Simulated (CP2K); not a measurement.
Consider isobutane at its PBE geometry (Å).

```xyz
14

C    -0.0352    1.3757   -0.4874
C     0.0290    0.1193    0.3873
C     1.2699   -0.7169    0.0578
C    -1.2485   -0.7154    0.2462
H     0.8659    1.9945   -0.3686
H    -0.1153    1.1035   -1.5520
H    -0.9081    1.9954   -0.2359
H     0.1080    0.4428    1.4397
H     2.1927   -0.1327    0.1854
H     1.2374   -1.0645   -0.9872
H     1.3389   -1.6050    0.7024
H    -1.2212   -1.6034    0.8941
H    -2.1413   -0.1302    0.5100
H    -1.3722   -1.0631   -0.7918
```

Method: CP2K XAS_TDP, all-electron GAPW, PBEh(45%), aug-cc-pVDZ, TDA, GW2X-corrected core level, no relativity.

Where do the C K-edge lines lie, and how strong are they?

Leading lines: C1 289.71 eV and C2 289.80 eV. The leading line of an atom is its first one with 35 % of the strongest within 2.5 eV of its lowest line over the strength cut. Core ionisation energies at this level: C1 291.65 and C2 291.70 eV.

The first six lines of each atom with a strength over 0.0015:

| atom | energy (eV) | states | strength, one atom | above the computed threshold |
| --- | --- | --- | --- | --- |
| C1 (bonded to C and 3 H), 3 alike | 289.71 | 1 | 0.0063 |  |
|  | 290.43 | 1 | 0.0147 |  |
|  | 290.51 | 1 | 0.0176 |  |
|  | 291.31 | 1 | 0.0054 |  |
|  | 291.37 | 1 | 0.0045 |  |
|  | 291.55 | 1 | 0.0029 |  |
| C2 (bonded to 3 C and H) | 289.80 | 1 | 0.0118 |  |
|  | 290.65 | 1 | 0.0020 |  |
|  | 290.90 | 2 | 0.0043 |  |
|  | 291.50 | 2 | 0.0108 |  |
|  | 292.19 | 1 | 0.0049 | yes |
|  | 292.59 | 1 | 0.0162 | yes |

Lines are vertical, at one geometry, with no vibrational structure. GW2X ionisation energies and lines can be off by 1 to 2 eV either way, and a good line position may hide errors that cancel. These values hold no scalar relativity, about 0.1 eV for C 1s. Rydberg lines, and the discretised continuum above threshold, depend on the basis and the box.

[Banner, clock and machine lines of the logs are left out without a mark of their own.]

[Logs are printed without paths, hosts, clocks, repeated set-up lines and the standing remarks that a program may print on its own settings, such as how far it seeks lower states.]

[Hosts, paths, dates, database ids (printed as entryN), source tags and the programs' standing remarks are cut or masked in the printed files.]
